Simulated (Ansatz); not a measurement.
# Sn wire along [110], 6 atoms a period, H-terminated: bands under strain

Wanted: the relaxed geometry and the bands of the Sn wire along [110], 6 atoms a period, H-terminated.

Main program and level: Ansatz 0.2.0; DFT PBE, plane waves, PAW; relaxation of a wire's period, in the first sound run; inputs show where later runs differ.

Most raw output is cut from this account.

## Step 1: The starting structure

The cell holds 14 atoms: 6 Sn and 8 H. Cell: a = 13.808 Å, b = 14.360 Å, c = 4.702 Å, α = 90.0°, β = 90.0°, γ = 90.0°. Vacuum lies along a and b. The structure's axis is c.

## Step 2: Relaxation of atoms and period

Band widths follow the bond lengths, so the wire is relaxed first. The atoms and the third cell vector are free; the box across stays fixed as vacuum. A Fermi-Dirac smearing is set since the result may be a metal. The pressure printed is a third of the stress's trace over the whole box, vacuum included; only the stress along the axis is relaxed.

input.yaml reads:

```yaml
crystal:
  lattice:
    - [13.808, 0.0, 0.0]
    - [0.0, 14.36, 0.0]
    - [0.0, 0.0, 4.7022600949]
  atoms:
    - { symbol: Sn, position: [0.439807573, 0.663727654, 0.0] }
    - { symbol: H, position: [0.512979863, 0.763231067, 0.0] }
    - { symbol: Sn, position: [0.56020879, 0.499999935, 0.0] }
    - { symbol: H, position: [0.246234067, 0.236768802, 0.5] }
    - { symbol: H, position: [0.246234067, 0.435775629, 0.5] }
    - { symbol: H, position: [0.246234067, 0.763231067, 0.5] }
    - { symbol: H, position: [0.246234067, 0.564224241, 0.5] }
    - { symbol: Sn, position: [0.319406357, 0.336272216, 0.5] }
    - { symbol: Sn, position: [0.319406357, 0.663727654, 0.5] }
    - { symbol: Sn, position: [0.680610007, 0.499999935, 0.5] }
    - { symbol: H, position: [0.753782296, 0.400496521, 0.5] }
    - { symbol: H, position: [0.753782296, 0.599503348, 0.5] }
    - { symbol: Sn, position: [0.439807573, 0.336272216, 0.0] }
    - { symbol: H, position: [0.512979863, 0.236768802, 0.0] }
kpoints:
  mp_grid: { grid: [1, 1, 18] }
scf:
  occupations: { method: fermi_dirac, width: 0.05 }
hamiltonian:
  xc: pbe
relax:
  cell: { fix: [a, b, alpha, beta, gamma] }
  max_steps: 45
  f_tol: 0.03
```

Command:

```bash
ansatz run input.yaml --threads 4 --pin off --max-ram 16384MiB --backend cpu --events-out ev --progress --plain --runs-dir out
```

The job ended after 96 s (4 threads of Intel Xeon Platinum 8259CL at 2.50GHz (Skylake/Cascade Lake), shared host; peak memory 1.6 GiB).

Relaxation path:

```tsv
step	energy less that of the first step (eV)	largest force component (eV/Å)	pressure (GPa)	volume (Å³)
1	0.0000	0.2928	-0.39	932.38
2	0.0544	0.8600	0.33	929.69
3	-0.1055	0.1115	-0.10	931.72
4	-0.1262	0.0711	-0.01	932.34
5	-0.1398	0.0768	0.03	933.01
6	-0.1485	0.0368	-0.01	933.31
7	-0.1506	0.0093	0.00	932.91
8	-0.1513	0.0355	-0.01	932.84
9	-0.1515	0.0213	-0.01	932.94
10*	-0.1515	0.0213	-0.01	932.94
```

Relaxation steps marked * repeat the geometry before them on a plane-wave basis chosen anew for their cell, so energy and pressure can jump there. Relaxation step 2 was tried and not accepted.

Forces are held to the 4 operations that the run works with; a distortion that breaks them can't arise in this run.

```tsv
cell as run	before	after	change
c (Å)	4.702	4.705	+0.1 %
```

The atoms that moved most (Å, along periodic axes as changes of fractional coordinates times the final cell, across vacuum about the mean position):

```tsv
atom	dx	dy	dz	length
H5	-0.122	-0.452	0.000	0.468
H7	-0.122	0.452	0.000	0.468
H6	0.269	0.355	0.000	0.445
H4	0.269	-0.355	0.000	0.445
Sn8	0.081	-0.257	0.000	0.270
Sn9	0.081	0.257	0.000	0.270
Sn10	-0.172	0.000	0.000	0.172
H11	-0.147	0.038	0.000	0.152
```

This step gave:

| Quantity | Value |
| --- | --- |
| cell length along the wire | 4.705 Å |

The cell's length comes to 4.705 Å with spin left out.

## Step 3: The perfect wire

This step: DFT PBE, plane waves, PAW; bands of a perfect wire (Ansatz 0.2.0).

At the relaxed period the bands are computed along the axis; those that cross an energy going forward count the channels that a perfect wire would open there.

input.yaml reads:

```yaml
crystal:
  lattice:
    - [13.808, 0.0, 0.0]
    - [0.0, 14.36, 0.0]
    - [0.0, 0.0, 4.7051096473]
  atoms:
    - { symbol: Sn, position: [0.437695795, 0.663980818, 0.0] }
    - { symbol: H, position: [0.519362705, 0.756061821, 0.0] }
    - { symbol: Sn, position: [0.552327807, 0.5, 0.0] }
    - { symbol: H, position: [0.265711143, 0.212079514, 0.5] }
    - { symbol: H, position: [0.237401863, 0.404286941, 0.5] }
    - { symbol: H, position: [0.265711143, 0.787920486, 0.5] }
    - { symbol: H, position: [0.237401863, 0.595713059, 0.5] }
    - { symbol: Sn, position: [0.325307912, 0.31835487, 0.5] }
    - { symbol: Sn, position: [0.325307912, 0.68164513, 0.5] }
    - { symbol: Sn, position: [0.668187575, 0.5, 0.5] }
    - { symbol: H, position: [0.743116512, 0.403119812, 0.5] }
    - { symbol: H, position: [0.743116512, 0.596880188, 0.5] }
    - { symbol: Sn, position: [0.437695795, 0.336019182, 0.0] }
    - { symbol: H, position: [0.519362705, 0.243938179, 0.0] }
kpoints:
  mp_grid: { grid: [1, 1, 18] }
  band_path: { path: ["Γ", Z], npoints: 90 }
scf:
  occupations: { method: fermi_dirac, width: 0.05 }
hamiltonian:
  xc: pbe
output:
  dos: { e_range: [-5, 4] }
  write_potential: true
  write_density: true
  volumetric_format: npy
```

Run time: 64 s. Hardware: 4 threads; peak memory 3.1 GiB.

This step gave:

```
band gap : 1.569 eV
```

The electronic bands at the labelled points (eV, zero at the Fermi level):

```tsv
point	band 43	band 44	band 45	band 46	band 47	band 48	band 49	band 50
Γ	-1.75	-1.67	-1.17	-0.78	0.78	0.97	1.11	2.42
halfway	-2.51	-2.22	-1.91	-1.73	1.88	2.17	2.33	2.79
Z	-2.93	-2.65	-2.07	-2.05	1.71	2.01	2.36	2.49
```

The gap is 1.57 eV, with spin left out.

On this path the gap is direct, 1.57 eV, with the valence top at Γ and the conduction bottom at Γ.

## Step 4: At a strained period, period over the relaxed period 0.96, k-mesh 1×1×14

This step: DFT PBE, plane waves, PAW; relaxation at a fixed period (Ansatz 0.2.0).

The period is set to 0.96 times the relaxed one and the atoms relax within it: strain changes bond lengths and angles, which shifts the bands against each other. Against the first PBE run of this kind, the mesh along the wire has 14 points against 18.

The cell differs from the one that the last finished run ended in (c 4.705 → 4.517 Å).

input.yaml, as its differences from that of step 3:

```diff
@@ -4,3 +4,3 @@
     - [0.0, 14.36, 0.0]
-    - [0.0, 0.0, 4.7051096473]
+    - [0.0, 0.0, 4.5169052614]
   atoms:
@@ -21,3 +21,3 @@
 kpoints:
-  mp_grid: { grid: [1, 1, 18] }
+  mp_grid: { grid: [1, 1, 14] }
   band_path: { path: ["Γ", Z], npoints: 90 }
@@ -27,6 +27,6 @@
   xc: pbe
+relax:
+  max_steps: 40
+  f_tol: 0.02
 output:
-  dos: { e_range: [-5, 4] }
-  write_potential: true
-  write_density: true
-  volumetric_format: npy
+  stress: true
```

It took 83 s on 4 threads; peak memory 3.1 GiB; 5.3 min of CPU time.

The steps of the relaxation:

```tsv
step	energy less that of the first step (eV)	largest force component (eV/Å)
1	0.0000	0.4378
2	0.2293	1.1258
3	-0.0425	0.0443
4	-0.0223	0.1759
5	-0.0432	0.0029
```

Relaxation steps 2, 4 were tried and not accepted.

Forces are held to the 4 operations that the run works with; a distortion that breaks them can't arise in this run.

The atoms that moved most (Å):

```tsv
atom	dx	dy	dz	length
Sn10	0.068	0.000	0.000	0.068
H12	0.063	0.001	0.000	0.063
H11	0.063	-0.001	0.000	0.063
Sn9	-0.048	0.015	0.000	0.050
Sn8	-0.048	-0.015	0.000	0.050
H6	-0.049	0.010	0.000	0.050
H4	-0.049	-0.010	0.000	0.050
H5	-0.042	-0.014	0.000	0.044
```

Final coordinates:

```xyz
14
Lattice="13.8080 0.0000 0.0000 0.0000 14.3600 0.0000 0.0000 0.0000 4.5169" Properties=species:S:1:pos:R:3
Sn    6.0658    9.5426    0.0000
H     7.1928   10.8623    0.0000
Sn    7.6247    7.1800    0.0000
H     3.6200    3.0350    2.2585
H     3.2358    5.7919    2.2585
H     3.6200   11.3250    2.2585
H     3.2358    8.5681    2.2585
Sn    4.4436    4.5567    2.2585
Sn    4.4436    9.8033    2.2585
Sn    9.2944    7.1800    2.2585
H    10.3238    5.7875    2.2585
H    10.3238    8.5725    2.2585
Sn    6.0658    4.8174    0.0000
H     7.1928    3.4977    0.0000
```

Numbers from this step:

```yaml
band_gap: 1.619 eV
```

Electronic bands along the path, in eV, zero at the Fermi level:

```tsv
point	band 43	band 44	band 45	band 46	band 47	band 48	band 49	band 50
Γ	-2.18	-1.69	-1.19	-0.81	0.81	1.04	1.22	2.05
halfway	-2.80	-2.51	-2.29	-2.14	1.53	1.83	2.00	2.47
Z	-3.35	-3.06	-2.49	-2.41	1.30	1.59	2.00	2.08
```

The gap is 1.62 eV, against 1.57 eV under PBE at the relaxed period.

## Step 5: Strain along the wire, period over the relaxed period 0.98, k-mesh 1×1×14

The period is set to 0.98 times the relaxed one and the atoms relax within it: strain changes bond lengths and angles, which shifts the bands against each other. Against the first PBE run of this kind, the mesh along the wire has 14 points against 18.

The cell differs from the one that the last finished run ended in (c 4.517 → 4.611 Å).

input.yaml, as its differences from that of step 4:

```diff
@@ -4,3 +4,3 @@
     - [0.0, 14.36, 0.0]
-    - [0.0, 0.0, 4.5169052614]
+    - [0.0, 0.0, 4.6110074544]
   atoms:
```

The job ended after 82 s (4 threads; peak memory 3.1 GiB).

Step by step:

```tsv
step	energy less that of the first step (eV)	largest force component (eV/Å)
1	0.0000	0.2003
2	0.0786	0.6457
3	-0.0097	0.0239
4	-0.0077	0.0583
5	-0.0098	0.0021
```

Relaxation steps 2, 4 were tried and not accepted.

The run keeps the 4 symmetry operations that it works with, so distortions that break them were not tested.

The atoms that moved most (Å):

```tsv
atom	dx	dy	dz	length
Sn10	0.033	0.000	0.000	0.033
H11	0.031	0.000	0.000	0.031
H12	0.031	0.000	0.000	0.031
H4	-0.026	-0.004	0.000	0.026
H6	-0.026	0.004	0.000	0.026
H5	-0.022	-0.011	0.000	0.025
H7	-0.022	0.011	0.000	0.025
Sn9	-0.023	0.008	0.000	0.024
```

The relaxed structure:

```xyz
14
Lattice="13.8080 0.0000 0.0000 0.0000 14.3600 0.0000 0.0000 0.0000 4.6110" Properties=species:S:1:pos:R:3
Sn    6.0552    9.5399    0.0000
H     7.1835   10.8600    0.0000
Sn    7.6254    7.1800    0.0000
H     3.6430    3.0415    2.3055
H     3.2558    5.7948    2.3055
H     3.6430   11.3185    2.3055
H     3.2558    8.5652    2.3055
Sn    4.4689    4.5632    2.3055
Sn    4.4689    9.7968    2.3055
Sn    9.2595    7.1800    2.3055
H    10.2924    5.7889    2.3055
H    10.2924    8.5711    2.3055
Sn    6.0552    4.8201    0.0000
H     7.1835    3.5000    0.0000
```

The gap is 1.61 eV, against 1.57 eV under PBE at the relaxed period.

## Step 6: Strain along the wire, period over the relaxed period 1.02, k-mesh 1×1×13

The period is set to 1.02 times the relaxed one and the atoms relax within it: strain changes bond lengths and angles, which shifts the bands against each other. Against the first PBE run of this kind, the mesh along the wire has 13 points against 18.

The cell differs from the one that the last finished run ended in (c 4.611 → 4.799 Å).

input.yaml, as its differences from that of step 5:

```diff
@@ -4,3 +4,3 @@
     - [0.0, 14.36, 0.0]
-    - [0.0, 0.0, 4.6110074544]
+    - [0.0, 0.0, 4.7992118403]
   atoms:
@@ -21,3 +21,3 @@
 kpoints:
-  mp_grid: { grid: [1, 1, 14] }
+  mp_grid: { grid: [1, 1, 13] }
   band_path: { path: ["Γ", Z], npoints: 90 }
```

Run time: 87 s. Hardware: 4 threads; peak memory 3.3 GiB.

Step by step:

```tsv
step	energy less that of the first step (eV)	largest force component (eV/Å)
1	0.0000	0.1736
2	0.1365	0.8196
3	-0.0084	0.0432
4	-0.0040	0.0877
5	-0.0088	0.0014
```

Relaxation steps 2, 4 were tried and not accepted.

The run keeps the 4 symmetry operations that it works with, so distortions that break them were not tested.

The atoms that moved most (Å):

```tsv
atom	dx	dy	dz	length
Sn10	-0.038	0.000	0.000	0.038
H11	-0.032	0.003	0.000	0.032
H12	-0.032	-0.003	0.000	0.032
Sn8	0.027	0.004	0.000	0.027
Sn9	0.027	-0.004	0.000	0.027
H6	0.019	-0.008	0.000	0.021
H4	0.019	0.008	0.000	0.021
H7	0.019	0.005	0.000	0.019
```

Final coordinates:

```cif
data_structure
_symmetry_space_group_name_H-M 'P 1'
_symmetry_Int_Tables_number 1
_cell_length_a 13.8080
_cell_length_b 14.3600
_cell_length_c 4.7992
_cell_angle_alpha 90.000
_cell_angle_beta 90.000
_cell_angle_gamma 90.000
_cell_volume 951.60
loop_
_atom_site_label
_atom_site_type_symbol
_atom_site_fract_x
_atom_site_fract_y
_atom_site_fract_z
_atom_site_occupancy
Sn1 Sn 0.43710 0.66403 0.00000 1
H2 H 0.51897 0.75602 0.00000 1
Sn3 Sn 0.55213 0.50000 0.00000 1
H4 H 0.26711 0.21266 0.50000 1
H5 H 0.23876 0.40396 0.50000 1
H6 H 0.26711 0.78734 0.50000 1
H7 H 0.23876 0.59604 0.50000 1
Sn8 Sn 0.32728 0.31861 0.50000 1
Sn9 Sn 0.32728 0.68139 0.50000 1
Sn10 Sn 0.66546 0.50000 0.50000 1
H11 H 0.74083 0.40336 0.50000 1
H12 H 0.74083 0.59664 0.50000 1
Sn13 Sn 0.43710 0.33597 0.00000 1
H14 H 0.51897 0.24398 0.00000 1
```

The gap is 1.51 eV, against 1.57 eV under PBE at the relaxed period.

## Step 7: At a strained period, period over the relaxed period 1.04, k-mesh 1×1×13

The period is set to 1.04 times the relaxed one and the atoms relax within it: strain changes bond lengths and angles, which shifts the bands against each other. Against the first PBE run of this kind, the mesh along the wire has 13 points against 18.

The cell differs from the one that the last finished run ended in (c 4.799 → 4.893 Å).

input.yaml, as its differences from that of step 6:

```diff
@@ -4,3 +4,3 @@
     - [0.0, 14.36, 0.0]
-    - [0.0, 0.0, 4.7992118403]
+    - [0.0, 0.0, 4.8933140332]
   atoms:
```

Elapsed: 88 s, on 4 threads; peak memory 3.3 GiB; 5.8 min of CPU time.

Relaxation path:

```tsv
step	energy less that of the first step (eV)	largest force component (eV/Å)
1	0.0000	0.3181
2	0.3040	1.3218
3	-0.0279	0.1114
4	-0.0130	0.1676
5	-0.0308	0.0040
```

Relaxation steps 2, 4 were tried and not accepted.

The run keeps the 4 symmetry operations that it works with, so distortions that break them were not tested.

The atoms that moved most (Å):

```tsv
atom	dx	dy	dz	length
Sn10	-0.072	0.000	0.000	0.072
H12	-0.062	-0.005	0.000	0.062
H11	-0.062	0.005	0.000	0.062
Sn8	0.052	0.011	0.000	0.053
Sn9	0.052	-0.011	0.000	0.053
H6	0.041	-0.016	0.000	0.044
H4	0.041	0.016	0.000	0.044
H7	0.041	-0.001	0.000	0.041
```

Final coordinates:

```xyz
14
Lattice="13.8080 0.0000 0.0000 0.0000 14.3600 0.0000 0.0000 0.0000 4.8933" Properties=species:S:1:pos:R:3
Sn    6.0263    9.5338    0.0000
H     7.1554   10.8570    0.0000
Sn    7.6226    7.1800    0.0000
H     3.7097    3.0617    2.4467
H     3.3190    5.8069    2.4467
H     3.7097   11.2983    2.4467
H     3.3190    8.5531    2.4467
Sn    4.5437    4.5823    2.4467
Sn    4.5437    9.7777    2.4467
Sn    9.1542    7.1800    2.4467
H    10.1988    5.7939    2.4467
H    10.1988    8.5661    2.4467
Sn    6.0263    4.8262    0.0000
H     7.1554    3.5030    0.0000
```

Electronic bands along the path, in eV, zero at the Fermi level:

```tsv
point	band 43	band 44	band 45	band 46	band 47	band 48	band 49	band 50
Γ	-1.46	-1.37	-1.11	-0.72	0.72	0.87	1.02	2.75
halfway	-2.23	-1.93	-1.57	-1.35	2.14	2.44	2.55	2.95
Z	-2.57	-2.27	-1.73	-1.66	2.07	2.38	2.70	2.85
```

The gap is 1.44 eV, against 1.57 eV under PBE at the relaxed period.

## Step 8: Strain along the wire, period over the relaxed period 1.06, k-mesh 1×1×13

The period is set to 1.06 times the relaxed one and the atoms relax within it: strain changes bond lengths and angles, which shifts the bands against each other. Against the first PBE run of this kind, the mesh along the wire has 13 points against 18.

The cell differs from the one that the last finished run ended in (c 4.893 → 4.987 Å).

input.yaml, as its differences from that of step 7:

```diff
@@ -4,3 +4,3 @@
     - [0.0, 14.36, 0.0]
-    - [0.0, 0.0, 4.8933140332]
+    - [0.0, 0.0, 4.9874162262]
   atoms:
```

It took 87 s on 4 threads; peak memory 3.3 GiB.

The gap is 1.36 eV, against 1.57 eV under PBE at the relaxed period.

## Step 9: Side by side

Times are for 4 threads of Intel Xeon Platinum 8259CL at 2.50GHz (Skylake/Cascade Lake), shared host. Results by setting:

```tsv
no.	period over the relaxed period	k-mesh	pressure (GPa)	band gap (eV)	time	memory (GiB)
1	0.96	1×1×14	0.2610	1.619	83 s	3.1
2	0.98	1×1×14	0.1258	1.608	82 s	3.1
3	1.02	1×1×13	-0.1104	1.512	87 s	3.3
4	1.04	1×1×13	-0.2127	1.443	88 s	3.3
5	1.06	1×1×13	-0.3093	1.362	87 s	3.3
```

## Step 10: Summary of results

| Quantity | Value |
| --- | --- |
| cell length, PBE | 4.705 Å |
| gap, PBE | 1.57 eV |
| gap, period scaled by 0.96 | 1.62 eV |
| gap, period scaled by 0.98 | 1.61 eV |
| gap, period scaled by 1.02 | 1.51 eV |
| gap, period scaled by 1.04 | 1.44 eV |
| gap, period scaled by 1.06 | 1.36 eV |

What this shows: Under PBE the cell's length is 4.71 Å, and a gap of 1.57 eV makes it a semiconductor. Strain matters: under PBE the gap goes from 1.57 eV to 1.62 eV at 0.96 times the period, 1.61 eV at 0.98 times the period, 1.51 eV at 1.02 times the period, 1.44 eV at 1.04 times the period and 1.36 eV at 1.06 times the period.

[Logs are printed without paths, hosts, clocks, repeated set-up lines and the standing remarks that a program may print on its own settings, such as how far it seeks lower states.]

[Hosts, paths, dates, database ids (printed as entryN), source tags and the programs' standing remarks are cut or masked in the printed files.]
